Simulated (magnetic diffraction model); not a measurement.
# Which magnetic order? Yb2Ti7

Space group R-3m (no. 166), a = 5.5240 Å, c = 41.9360 Å.

| site | atom | x | y | z |
| --- | --- | --- | --- | --- |
| 6c | Yb | 1/3 | 2/3 | 0.8144 |
| 6c | Yb | 1/3 | 2/3 | 0.7178 |
| 18h | Ti | 0.3307 | 0.1654 | 0.7769 |
| 9e | Ti | 1/2 | 1/2 | 0 |
| 6c | Ti | 2/3 | 1/3 | 0.7210 |
| 6c | Ti | 1/3 | 2/3 | 0.9445 |
| 3b | Ti | 2/3 | 1/3 | 5/6 |

The compound is invented for this exercise: a known structure type with other elements, its cell scaled to their sizes and not relaxed.

Only Yb is taken to order (form factors of Yb3+); orders and moment sizes are assumed, and not adapted to the symmetry. Radiation: neutrons of λ = 1.909 Å, 2° to 60°; isotropic B of 0.4 Å² (Yb) and 0.58 Å² (Ti). Simulated constant-wavelength pattern: nuclear and magnetic terms add, the magnetic one as |2.695 fm × Σ f S⊥ exp(2πi Q·r) exp(−B s²)|², summed over all Q at one angle with the factor 1/(sin²θ cos θ). For a modulated order the moment at position r is S exp(−2πi k·r) + c.c., with S = m/2 for a sine wave of amplitude m and S = m(u + iv)/2 for moments turning in a plane, u and v being orthogonal unit vectors in it; the phase factor of the sum at Q = H + k is then exp(2πi H·r). Free-ion form factors, Sears's scattering lengths of 1992, no absorption; a label names one of the reflections at its angle. The strongest nuclear line in the range is 100, and lines under 0.2 are left out.

Above the ordering temperature:

| 2θ (°) | index | I |
| --- | --- | --- |
| 7.83 | (0 0 3) | 14.8 |
| 15.70 | (0 0 6) | 4.2 |
| 23.17 | (1 0 1) | 100.0 |
| 23.62 | (0 1 2) | 11.6 |
| 23.64 | (0 0 9) | 24.4 |
| 25.34 | (1 0 4) | 9.5 |
| 26.56 | (0 1 5) | 0.3 |
| 29.59 | (1 0 7) | 2.7 |
| 31.34 | (0 1 8) | 2.6 |
| 31.70 | (0 0 12) | 0.9 |
| 35.24 | (1 0 10) | 34.7 |
| 37.34 | (0 1 11) | 17.7 |
| 40.44 | (1 1 0) | 19.7 |
| 41.25 | (1 1 3) | 3.2 |
| 41.82 | (1 0 13) | 0.7 |
| 43.63 | (1 1 6) | 3.2 |
| 44.17 | (0 1 14) | 1.2 |
| 47.12 | (0 2 1) | 4.0 |
| 47.37 | (1 1 9) | 1.2 |
| 48.32 | (0 2 4) | 0.4 |
| 48.37 | (0 0 18) | 4.0 |
| 49.03 | (2 0 5) | 0.6 |
(The table stops after 22 lines; 11 more lie at higher angle.)

Below it (cell unchanged):

```
2θ (°)      I
  7.83   14.8
 13.23    4.3
 13.49    5.1
 14.23    0.6
 15.39    0.3
 15.70    4.2
 16.89    0.6
 20.58    0.2
 23.17  100.0
 23.62   11.6
 23.64   24.4
 25.34    9.5
 26.56    0.3
 26.64    1.0
 26.77    1.2
 27.18    1.8
 29.56    2.9
 29.59    2.7
 31.34    2.6
 31.70    0.9
 32.00    1.6
 34.49    0.2
 35.24   34.7
 35.49    1.1
 35.59    1.3
 35.91    0.8
 37.34   17.7
 37.79    1.4
 39.78    0.9
 40.44   19.7
 41.25    3.2
 41.82    0.7
 43.09    1.0
 43.63    3.2
 44.17    1.2
 44.72    1.7
```
(The table stops after 36 lines; 28 more lie at higher angle.)

**Question.** Check that the new lines index with k = (1/3 1/3 0), then choose among these models:
A. moments turning in the plane of [001] and [100], 2.2 μB on Yb; signs + at (1/3, 2/3, 0.8144), + at (0, 0, 0.8523), + at (1/3, 2/3, 0.7178), + at (0, 0, 0.9489)
B. moments turning in the plane of [100] and [010], 2.2 μB on Yb; signs + at (1/3, 2/3, 0.8144), + at (0, 0, 0.8523), + at (1/3, 2/3, 0.7178), + at (0, 0, 0.9489)
C. a sine wave with moments along [001] (amplitudes given), 2.2 μB on Yb; signs + at (1/3, 2/3, 0.8144), + at (0, 0, 0.8523), + at (1/3, 2/3, 0.7178), + at (0, 0, 0.9489)
D. a sine wave with moments along [100] (amplitudes given), 2.2 μB on Yb; signs + at (1/3, 2/3, 0.8144), + at (0, 0, 0.8523), + at (1/3, 2/3, 0.7178), + at (0, 0, 0.9489)

The new lines index as (1/3 1/3 0) at 13.23°, (2/3 -1/3 1) at 13.49°, (-1/3 2/3 2) at 14.23° and (2/3 -1/3 4) at 16.89°, that is as H ± k with k = (1/3 1/3 0), one of 3 inequivalent arms of its star (k and −k counted as one), which a powder can't tell apart. Satellites come in pairs about each point of the reciprocal lattice.

Magnetic intensity, observed (below minus above) and for each model:

| 2θ (°) | index | observed | A | B | C | D |
| --- | --- | --- | --- | --- | --- | --- |
| 13.23 | (1/3 1/3 0) | 4.3 | 7.5 | 4.3 | 4.3 | 3.2 |
| 13.49 | (2/3 -1/3 1) | 5.1 | 6.7 | 5.1 | 4.7 | 2.0 |
| 26.77 | (-2/3 4/3 1) | 1.2 | 1.6 | 1.2 | 1.2 | 0.5 |
| 27.18 | (1/3 1/3 9) | 1.8 | 1.2 | 1.8 | 0.2 | 0.9 |
| 29.56 | (2/3 -1/3 10) | 2.9 | 1.7 | 2.9 | 0.3 | 1.4 |
| 32.00 | (-1/3 2/3 11) | 1.6 | 1.0 | 1.6 | <0.2 | 0.8 |
| 35.49 | (5/3 -4/3 0) | 1.1 | 1.4 | 1.1 | 1.1 | 0.3 |
| 35.59 | (4/3 1/3 1) | 1.3 | 2.1 | 1.3 | 1.3 | 0.8 |

Model B matches.

The structure used: k = (1/3 1/3 0), moments turning in the plane of [100] and [010], 2.2 μB on Yb; signs + at (1/3, 2/3, 0.8144), + at (0, 0, 0.8523), + at (1/3, 2/3, 0.7178), + at (0, 0, 0.9489).

[Logs are printed without paths, hosts, clocks, repeated set-up lines and the standing remarks that a program may print on its own settings, such as how far it seeks lower states.]
